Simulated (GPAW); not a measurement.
# The basis that the transmission of a Zr chain with an O atom bridging one bond needs

How well does a Zr chain with an O atom bridging one bond conduct at low bias, and how far do basis and functional move the answer?

Calculated with GPAW 26.7.0; GPAW LCAO, PAW setups; Landauer transmission from Green's functions with principal layers (ASE), zero bias.

## Step 1: Starting point

The cell holds 13 atoms: 12 Zr and 1 O. Its edges and angles: a = 9.000 Å, b = 9.000 Å, c = 31.400 Å, α = 90.0°, β = 90.0°, γ = 90.0°. Regions: left lead, 6 atoms (6 Zr); channel, 1 atom (1 O); right lead, 6 atoms (6 Zr). Vacuum lies along a and b. The structure is stacked along c, and the current runs across the ab planes.

## Step 2: GPAW, dzp

The script solves lead and junction separately, takes H and S in the orbital basis, and joins semi-infinite leads through their self-energies; the dzp basis is the working standard.

run.py

```python
import json
import numpy as np
from ase import Atoms
from ase.transport.calculators import TransportCalculator
from gpaw import GPAW, FermiDirac
from gpaw.lcao.tools import get_lcao_hamiltonian
from scipy.linalg import eigh

# The junction with lead layers at both ends, along the third cell vector
device = Atoms(
    ['Zr', 'Zr', 'Zr', 'Zr', 'Zr', 'Zr', 'O', 'Zr', 'Zr', 'Zr', 'Zr', 'Zr', 'Zr'],
    positions=[
        [4.50000, 4.50000, 1.30000],
        [4.50000, 4.50000, 3.90000],
        [4.50000, 4.50000, 6.50000],
        [4.50000, 4.50000, 9.10000],
        [4.50000, 4.50000, 11.70000],
        [4.50000, 4.50000, 14.30000],
        [5.49937, 4.50000, 15.70000],
        [4.50000, 4.50000, 17.10000],
        [4.50000, 4.50000, 19.70000],
        [4.50000, 4.50000, 22.30000],
        [4.50000, 4.50000, 24.90000],
        [4.50000, 4.50000, 27.50000],
        [4.50000, 4.50000, 30.10000]],
    cell=[[9.0, 0.0, 0.0], [0.0, 9.0, 0.0], [0.0, 0.0, 31.4]],
    pbc=True)

# One principal layer of the lead: the first 4 atoms of the device
lead = Atoms(
    ['Zr', 'Zr', 'Zr', 'Zr'],
    positions=[
        [4.50000, 4.50000, 1.30000],
        [4.50000, 4.50000, 3.90000],
        [4.50000, 4.50000, 6.50000],
        [4.50000, 4.50000, 9.10000]],
    cell=[[9.0, 0.0, 0.0], [0.0, 9.0, 0.0], [0.0, 0.0, 10.4]],
    pbc=True)

settings = dict(mode='lcao', basis='dzp', xc='PBE', h=0.18,
                occupations=FermiDirac(0.1), maxiter=250,
                mixer=dict(beta=0.1, nmaxold=8, weight=100.0),
                convergence=dict(density=0.0001))
energies = np.arange(-2, 2 + 1e-9, 0.05)
eta = 0.0001
n1, n2 = 1, 1
# k and -k transmit alike, so half of the mesh across the current serves
mesh = [(i, j) for i in range(n1) for j in range(n2) if (i, j) <= (-i % n1, -j % n2)]
weights = np.array([1 if (i, j) == (-i % n1, -j % n2) else 2 for i, j in mesh]) / (n1 * n2)

# [... helper functions left out ...]
fermi_lead = ground_state(lead, (1, 1, 11), 'lead.txt')
fermi_device = ground_state(device, (1, 1, 3), 'device.txt')
# [... loop over the mesh left out, but for ...]
        # Shift the lead onto the potential of the device's first layer
        shift = ((H[:, 0, 0] - H0[:, 0, 0]) / S0[0, 0]).real.mean()
# [...]
kT = 8.617333e-5 * 300
bias = [0.1, 0.2, 0.5, 1.0, 1.5, 2.0]
# [... integrals and printing left out ...]
```

Command:

```sh
> OMP_NUM_THREADS=1 OPENBLAS_NUM_THREADS=1 python run.py
```

Log:

```text
basis functions: device 361, principal layer 116
Fermi level: lead -1.7895 eV, device -1.7794 eV; lead shifted by 0.0076 eV
largest coupling past the next layer 1.05e-05 eV, largest misfit of the first layer 0.035 eV
  E-E_F (eV)   T (one spin)  [channel counts left out]
    -2.000    6.5614e-01
    -1.950    7.7225e-01
    -1.900    8.6768e-01
    -1.850    9.3643e-01
    -1.800    9.7823e-01
    -1.750    9.9651e-01
    -1.700    9.9557e-01
    -1.650    9.7814e-01
    -1.600    9.4111e-01
    -1.550    8.9004e-01
    -1.500    9.3695e-01
    -1.450    9.4896e-01
    -1.400    9.5661e-01
    -1.350    9.6394e-01
    -1.300    9.7255e-01
    -1.250    9.8338e-01
[...]
1.650    2.1683e+00
     1.700    2.0395e+00
     1.750    1.8530e+00
     1.800    1.6119e+00
     1.850    1.3925e+00
     1.900    1.3370e+00
     1.950    1.0481e+00
     2.000    8.1575e-01
conductance at 300 K: 2.7954 G0 a cell; thermopower -19.3 uV/K
current from the zero-bias T(E) at 0.1 V: 21.857 uA
current from the zero-bias T(E) at 0.2 V: 44.423 uA
current from the zero-bias T(E) at 0.5 V: 114.38 uA
current from the zero-bias T(E) at 1.0 V: 231.37 uA
current from the zero-bias T(E) at 1.5 V: 346.38 uA
current from the zero-bias T(E) at 2.0 V: 455.17 uA
```

Elapsed: 2.9 min, on 1 thread of Arm Neoverse V2, shared host; peak memory 1.8 GiB.

Numbers from this step:

| Property | Result |
| --- | --- |
| conductance | 2.795 G₀ |
| largest coupling past the next principal layer | 1.05e-5 eV |
| largest misfit of the first principal layer | 0.03502 eV |
| shift that aligns the lead | 0.007630 eV |
| basis functions of the junction | 361 |
| basis functions of a principal layer | 116 |
| transmission at the Fermi level (one spin) | 2.632 |

One spin. Transmission, zone mean against energy, zero at the Fermi level:

energy (eV), transmission, zone mean and a bar from the least value:
```
   -2.000       0.66 
   -1.800       0.98 ###
   -1.600       0.94 ##
   -1.400       0.96 ##
   -1.200       1.00 ###
   -1.000       1.36 ######
   -0.800       1.41 ######
   -0.600       1.59 #######
   -0.400       1.81 #########
   -0.200       2.11 ############
    0.000       2.63 ################
    0.200       3.96 ##########################
    0.400       4.22 ############################
    0.600       4.37 ##############################
    0.700       4.40 ##############################
    0.800       4.36 ##############################
    1.000       4.06 ###########################
    1.200       2.66 ################
    1.400       2.58 ###############
    1.600       2.27 #############
    1.800       1.61 ########
    2.000       0.82 #
```

Not self-consistent under bias; the bias window is split evenly. The current through one cell, from the zero-bias transmission by bias:

| bias (V) | current through one cell, from the zero-bias transmission (μA) |
| --- | --- |
| 0.100 | 21.9 |
| 0.200 | 44.4 |
| 0.500 | 114 |
| 1.000 | 231 |
| 1.500 | 346 |
| 2.000 | 455 |

The transmission of the three most open eigenchannels by energy, zero at the Fermi level:

| energy (eV) | channel 1 | channel 2 | channel 3 |
| --- | --- | --- | --- |
| -2.00 | 0.656 | 1.1e-7 | 2.4e-11 |
| -1.85 | 0.936 | 1.1e-7 | 2.3e-11 |
| -1.70 | 0.996 | 1.1e-7 | 2.2e-11 |
| -1.60 | 0.941 | 1.0e-7 | 9.0e-11 |
| -1.45 | 0.943 | 0.00451 | 0.00151 |
| -1.30 | 0.951 | 0.0212 | 1.8e-5 |
| -1.15 | 0.955 | 0.0584 | 0.00126 |
| -1.05 | 0.955 | 0.105 | 0.00474 |
| -0.90 | 0.964 | 0.237 | 0.123 |
| -0.75 | 0.971 | 0.319 | 0.127 |
| -0.60 | 0.980 | 0.384 | 0.154 |
| -0.50 | 0.987 | 0.424 | 0.174 |
| -0.35 | 0.994 | 0.488 | 0.200 |
| -0.20 | 0.997 | 0.565 | 0.328 |
| -0.05 | 0.998 | 0.689 | 0.534 |
| 0.00 | 0.999 | 0.774 | 0.638 |
| 0.05 | 0.995 | 0.981 | 0.922 |
| 0.20 | 0.997 | 0.992 | 0.983 |
| 0.35 | 0.998 | 0.995 | 0.991 |
| 0.50 | 0.996 | 0.995 | 0.990 |
| 0.60 | 0.995 | 0.987 | 0.987 |
| 0.75 | 0.986 | 0.976 | 0.961 |
| 0.90 | 0.970 | 0.965 | 0.908 |
| 1.05 | 0.943 | 0.925 | 0.848 |
| 1.15 | 0.892 | 0.681 | 0.583 |
| 1.30 | 0.943 | 0.712 | 0.621 |
| 1.45 | 0.957 | 0.659 | 0.540 |
| 1.60 | 0.964 | 0.511 | 0.488 |
| 1.70 | 0.970 | 0.440 | 0.378 |
| 1.85 | 0.981 | 0.364 | 0.0321 |
| 2.00 | 0.815 | 0.00121 | 7.9e-8 |

Couplings past the next layer reach 1.1e-5 eV, small enough to drop; the matrix elements of the cell's first layer differ from the bulk lead's by up to 0.035 eV. That layer keeps its own values in the calculation, and only beyond it is the lead taken as perfect. The Fermi levels of lead and junction count from different zeros of potential, one for each periodic cell; with both set to zero, the small remaining shift is what aligns them. By hand: G = 2.795 × 77.48 μS = 217 μS, a resistance of 4.62 kΩ; at 0.1 V a linear junction would pass 21.7 μA, and the integral over the bias window gives 21.9 μA.

## Step 3: Single-zeta polarised basis

The second zeta is dropped, the polarisation orbitals stay.

run.py, as its differences from that of step 2:

```diff
@@ -39,3 +39,3 @@
 
-settings = dict(mode='lcao', basis='dzp', xc='PBE', h=0.18,
+settings = dict(mode='lcao', basis='szp(dzp)', xc='PBE', h=0.18,
                 occupations=FermiDirac(0.1), maxiter=250,
```

Log:

```text
basis functions: device 201, principal layer 64
Fermi level: lead -1.7148 eV, device -1.7177 eV; lead shifted by 0.0071 eV
largest coupling past the next layer 1.05e-05 eV, largest misfit of the first layer 0.036 eV
  E-E_F (eV)   T (one spin)  [channel counts left out]
    -2.000    6.6067e-01
    -1.950    7.7704e-01
    -1.900    8.7241e-01
    -1.850    9.4057e-01
    -1.800    9.8118e-01
    -1.750    9.9749e-01
    -1.700    9.9343e-01
    -1.650    9.7046e-01
    -1.600    9.1875e-01
    -1.550    9.0848e-01
    -1.500    9.3568e-01
    -1.450    9.4542e-01
    -1.400    9.5133e-01
    -1.350    9.5681e-01
    -1.300    9.6325e-01
    -1.250    9.7144e-01
[...]
1.650    2.0802e+00
     1.700    1.9164e+00
     1.750    1.6935e+00
     1.800    1.4688e+00
     1.850    1.3943e+00
     1.900    1.2471e+00
     1.950    8.4063e-01
     2.000    1.0010e+00
conductance at 300 K: 2.6564 G0 a cell; thermopower -15.46 uV/K
current from the zero-bias T(E) at 0.1 V: 20.762 uA
current from the zero-bias T(E) at 0.2 V: 42.449 uA
current from the zero-bias T(E) at 0.5 V: 111.87 uA
current from the zero-bias T(E) at 1.0 V: 229.52 uA
current from the zero-bias T(E) at 1.5 V: 345.51 uA
current from the zero-bias T(E) at 2.0 V: 455.6 uA
```

Elapsed: 1.9 min, on 1 thread; peak memory 1.8 GiB.

Numbers from this step:

| Property | Result |
| --- | --- |
| conductance | 2.656 G₀ |
| largest misfit of the first principal layer | 0.03609 eV |
| shift that aligns the lead | 0.007071 eV |
| basis functions of the junction | 201 |
| basis functions of a principal layer | 64 |
| transmission at the Fermi level (one spin) | 2.584 |

One spin. Transmission, zone mean against energy, zero at the Fermi level:

energy (eV), transmission, zone mean and a bar from the least value:
```
    -2.00       0.66 
    -1.85       0.94 ##
    -1.70       0.99 ###
    -1.60       0.92 ##
    -1.45       0.95 ##
    -1.30       0.96 ##
    -1.15       1.00 ###
    -1.05       1.04 ###
    -1.00       1.78 #########
    -0.90       1.31 #####
    -0.75       1.41 ######
    -0.60       1.55 #######
    -0.50       1.66 ########
    -0.35       1.84 #########
    -0.20       2.07 ###########
    -0.05       2.41 ##############
     0.00       2.58 ###############
     0.05       2.89 #################
     0.20       3.98 ##########################
     0.35       4.25 ############################
     0.50       4.39 #############################
     0.60       4.47 ##############################
     0.70       4.49 ##############################
     0.75       4.47 ##############################
     0.90       4.30 ############################
     1.05       3.96 ##########################
     1.15       2.50 ##############
     1.30       2.60 ###############
     1.45       2.44 ##############
     1.60       2.19 ############
     1.70       1.92 ##########
     1.85       1.39 ######
     2.00       1.00 ###
```

Not self-consistent under bias; the bias window is split evenly. Table of current through one cell, from the zero-bias transmission by bias:

| bias (V) | current through one cell, from the zero-bias transmission (μA) |
| --- | --- |
| 0.100 | 20.8 |
| 0.200 | 42.4 |
| 0.500 | 112 |
| 1.000 | 230 |
| 1.500 | 346 |
| 2.000 | 456 |

Table of transmission of the three most open eigenchannels by energy, zero at the Fermi level:

| energy (eV) | channel 1 | channel 2 | channel 3 |
| --- | --- | --- | --- |
| -2.00 | 0.661 | 1.6e-7 | 0 |
| -1.90 | 0.872 | 1.6e-7 | 0 |
| -1.80 | 0.981 | 1.6e-7 | 0 |
| -1.70 | 0.993 | 1.6e-7 | 0 |
| -1.55 | 0.906 | 0.00113 | 0.00101 |
| -1.45 | 0.939 | 0.00511 | 0.00162 |
| -1.35 | 0.943 | 0.0126 | 0.00112 |
| -1.25 | 0.945 | 0.0263 | 3.8e-4 |
| -1.15 | 0.946 | 0.0494 | 5.2e-6 |
| -1.05 | 0.948 | 0.0889 | 0.00101 |
| -0.90 | 0.958 | 0.201 | 0.145 |
| -0.80 | 0.964 | 0.255 | 0.137 |
| -0.70 | 0.971 | 0.300 | 0.154 |
| -0.60 | 0.978 | 0.342 | 0.176 |
| -0.50 | 0.985 | 0.383 | 0.198 |
| -0.40 | 0.991 | 0.425 | 0.218 |
| -0.25 | 0.996 | 0.501 | 0.248 |
| -0.15 | 0.997 | 0.565 | 0.352 |
| -0.05 | 0.998 | 0.658 | 0.494 |
| 0.00 | 0.998 | 0.739 | 0.588 |
| 0.05 | 0.998 | 0.931 | 0.738 |
| 0.15 | 0.997 | 0.984 | 0.954 |
| 0.25 | 0.996 | 0.994 | 0.986 |
| 0.40 | 0.996 | 0.994 | 0.989 |
| 0.50 | 0.995 | 0.989 | 0.988 |
| 0.60 | 0.993 | 0.982 | 0.978 |
| 0.70 | 0.987 | 0.966 | 0.963 |
| 0.80 | 0.977 | 0.960 | 0.927 |
| 0.90 | 0.958 | 0.955 | 0.883 |
| 1.05 | 0.920 | 0.908 | 0.824 |
| 1.15 | 0.900 | 0.657 | 0.512 |
| 1.25 | 0.930 | 0.649 | 0.619 |
| 1.35 | 0.945 | 0.626 | 0.602 |
| 1.45 | 0.954 | 0.567 | 0.560 |
| 1.55 | 0.959 | 0.530 | 0.476 |
| 1.70 | 0.970 | 0.460 | 0.267 |
| 1.80 | 0.977 | 0.413 | 0.0510 |
| 1.90 | 0.651 | 0.596 | 1.4e-7 |
| 2.00 | 0.941 | 0.0600 | 1.4e-7 |

The conductance, 2.66 G₀, lies 5.0 % below that of the dzp run.

## Step 4: Minimal basis

The minimal basis is the cheapest rung: no second zeta and no polarisation.

run.py, as its differences from that of step 3:

```diff
@@ -39,3 +39,3 @@
 
-settings = dict(mode='lcao', basis='szp(dzp)', xc='PBE', h=0.18,
+settings = dict(mode='lcao', basis='sz(dzp)', xc='PBE', h=0.18,
                 occupations=FermiDirac(0.1), maxiter=250,
```

Log:

```text
basis functions: device 160, principal layer 52
Fermi level: lead -1.5756 eV, device -1.6092 eV; lead shifted by 0.0074 eV
largest coupling past the next layer 1.05e-05 eV, largest misfit of the first layer 0.039 eV
  E-E_F (eV)   T (one spin)  [channel counts left out]
    -2.000    7.8016e-01
    -1.950    8.7416e-01
    -1.900    9.4062e-01
[...]
1.950    8.4664e-01
     2.000    9.8267e-01
conductance at 300 K: 2.6269 G0 a cell; thermopower -14.87 uV/K
current from the zero-bias T(E) at 0.1 V: 20.528 uA
current from the zero-bias T(E) at 0.2 V: 41.965 uA
current from the zero-bias T(E) at 0.5 V: 110.58 uA
current from the zero-bias T(E) at 1.0 V: 226.96 uA
current from the zero-bias T(E) at 1.5 V: 342.21 uA
current from the zero-bias T(E) at 2.0 V: 451.14 uA
```

Wall time 77 s (1 thread); peak memory 1.7 GiB.

Numbers from this step:

```yaml
conductance: 2.627 G₀
largest_misfit_of_the_first_principal_layer: 0.03912 eV
shift_that_aligns_the_lead: 0.007359 eV
basis_functions_of_the_junction: 160
basis_functions_of_a_principal_layer: 52
transmission_at_the_fermi_level_one_spin: 2.562
```

The conductance, 2.63 G₀, lies 6.0 % below that of the dzp run.

## Step 5: RPBE in the dzp basis: xc = "RPBE"

Back in the dzp basis, the functional changes from PBE to RPBE, to set the spread between functionals beside that between bases.

run.py, as its differences from that of step 4:

```diff
@@ -39,3 +39,3 @@
 
-settings = dict(mode='lcao', basis='sz(dzp)', xc='PBE', h=0.18,
+settings = dict(mode='lcao', basis='dzp', xc='RPBE', h=0.18,
                 occupations=FermiDirac(0.1), maxiter=250,
```

Log:

```text
basis functions: device 361, principal layer 116
Fermi level: lead -1.7002 eV, device -1.6876 eV; lead shifted by 0.0090 eV
largest coupling past the next layer 1.14e-05 eV, largest misfit of the first layer 0.037 eV
  E-E_F (eV)   T (one spin)  [channel counts left out]
    -2.000    6.8067e-01
    -1.950    7.9709e-01
    -1.900    8.9019e-01
[...]
1.950    1.1461e+00
     2.000    7.2655e-01
conductance at 300 K: 2.6865 G0 a cell; thermopower -15.31 uV/K
current from the zero-bias T(E) at 0.1 V: 20.98 uA
current from the zero-bias T(E) at 0.2 V: 42.771 uA
current from the zero-bias T(E) at 0.5 V: 111.74 uA
current from the zero-bias T(E) at 1.0 V: 227.59 uA
current from the zero-bias T(E) at 1.5 V: 341.51 uA
current from the zero-bias T(E) at 2.0 V: 450.28 uA
```

Elapsed: 2.9 min, on 1 thread; peak memory 1.8 GiB.

Numbers from this step:

| Item | Value |
| --- | --- |
| conductance | 2.686 G₀ |
| largest coupling past the next principal layer | 1.14e-5 eV |
| largest misfit of the first principal layer | 0.03687 eV |
| shift that aligns the lead | 0.009029 eV |
| basis functions of the junction | 361 |
| basis functions of a principal layer | 116 |
| transmission at the Fermi level (one spin) | 2.610 |

One spin. Transmission, zone mean against energy, zero at the Fermi level:

| energy (eV) | transmission, zone mean |
| --- | --- |
| -2.00 | 0.681 |
| -1.90 | 0.890 |
| -1.80 | 0.989 |
| -1.70 | 0.987 |
| -1.55 | 0.926 |
| -1.45 | 0.950 |
| -1.35 | 0.964 |
| -1.25 | 0.983 |
| -1.15 | 1.01 |
| -1.05 | 1.06 |
| -0.90 | 1.36 |
| -0.80 | 1.40 |
| -0.70 | 1.48 |
| -0.60 | 1.58 |
| -0.50 | 1.68 |
| -0.40 | 1.80 |
| -0.25 | 2.01 |
| -0.15 | 2.19 |
| -0.05 | 2.43 |
| 0.00 | 2.61 |
| 0.05 | 2.96 |
| 0.15 | 3.75 |
| 0.25 | 4.02 |
| 0.40 | 4.17 |
| 0.50 | 4.25 |
| 0.60 | 4.33 |
| 0.70 | 4.36 |
| 0.80 | 4.32 |
| 0.90 | 4.20 |
| 1.05 | 3.88 |
| 1.15 | 2.59 |
| 1.25 | 2.70 |
| 1.35 | 2.65 |
| 1.45 | 2.51 |
| 1.55 | 2.35 |
| 1.70 | 2.05 |
| 1.80 | 1.63 |
| 1.90 | 1.35 |
| 2.00 | 0.727 |

The conductance, 2.69 G₀, lies 3.9 % below that of the dzp run.

## Step 6: Cost and result by level

Times are for 1 thread of Arm Neoverse V2, shared host. The series side by side:

| no. | run | conductance (G₀) | time | memory (GiB) |
| --- | --- | --- | --- | --- |
| 1 | dzp | 2.795 | 2.9 min | 1.8 |
| 2 | szp | 2.656 | 1.9 min | 1.8 |
| 3 | sz | 2.627 | 77 s | 1.7 |
| 4 | dzp RPBE | 2.686 | 2.9 min | 1.8 |

## Step 7: Comparison

The curves are compared point by point over the common energies.

This step: comparison of transmission and cost over codes and levels (GPAW 26.7.0).

Ladder, by row:

| step | code | T at the Fermi level (sum over the listed spins) | conductance (G0) | r.m.s. T(E) from the first | wall time (s) | peak memory (GiB) | threads |
| --- | --- | --- | --- | --- | --- | --- | --- |
| dzp | GPAW | 2.632 | 2.795 | 0 | 171.3 | 1.84 | 1 |
| szp | GPAW | 2.584 | 2.656 | 0.1024 | 113.6 | 1.76 | 1 |
| sz | GPAW | 2.562 | 2.627 | 0.2272 | 76.52 | 1.68 | 1 |
| dzp-RPBE | GPAW | 2.61 | 2.686 | 0.06509 | 174.7 | 1.84 | 1 |

Transmission, zone mean, sum over the listed spins against energy, zero at the Fermi level:

| energy (eV) | dzp | szp | sz | dzp-RPBE |
| --- | --- | --- | --- | --- |
| -2.00 | 0.656 | 0.661 | 0.780 | 0.681 |
| -1.85 | 0.936 | 0.941 | 0.980 | 0.954 |
| -1.70 | 0.996 | 0.993 | 0.979 | 0.987 |
| -1.50 | 0.937 | 0.936 | 0.920 | 0.943 |
| -1.35 | 0.964 | 0.957 | 0.944 | 0.964 |
| -1.20 | 0.997 | 0.982 | 0.968 | 0.997 |
| -1.05 | 1.06 | 1.04 | 1.02 | 1.06 |
| -0.90 | 1.34 | 1.31 | 1.31 | 1.36 |
| -0.70 | 1.50 | 1.46 | 1.44 | 1.48 |
| -0.55 | 1.64 | 1.60 | 1.59 | 1.63 |
| -0.40 | 1.81 | 1.77 | 1.76 | 1.80 |
| -0.25 | 2.02 | 1.99 | 1.97 | 2.01 |
| -0.10 | 2.32 | 2.28 | 2.27 | 2.30 |
| 0.00 | 2.63 | 2.58 | 2.56 | 2.61 |
| 0.10 | 3.64 | 3.63 | 3.59 | 3.59 |
| 0.25 | 4.06 | 4.11 | 4.05 | 4.02 |
| 0.40 | 4.22 | 4.30 | 4.25 | 4.17 |
| 0.55 | 4.34 | 4.44 | 4.39 | 4.29 |
| 0.70 | 4.40 | 4.49 | 4.48 | 4.36 |
| 0.90 | 4.25 | 4.30 | 4.33 | 4.20 |
| 1.05 | 3.92 | 3.96 | 2.35 | 3.88 |
| 1.20 | 2.66 | 2.59 | 2.74 | 2.69 |
| 1.35 | 2.63 | 2.56 | 2.67 | 2.65 |
| 1.50 | 2.43 | 2.36 | 2.47 | 2.44 |
| 1.70 | 2.04 | 1.92 | 2.07 | 2.05 |
| 1.85 | 1.39 | 1.39 | 1.38 | 1.42 |
| 2.00 | 0.816 | 1.00 | 0.983 | 0.727 |

(Continued in part 2 of 2.)

[Logs are printed without paths, hosts, clocks, repeated set-up lines and the standing remarks that a program may print on its own settings, such as how far it seeks lower states.]

[Hosts, paths, dates, database ids (printed as entryN), source tags and the programs' standing remarks are cut or masked in the printed files.]
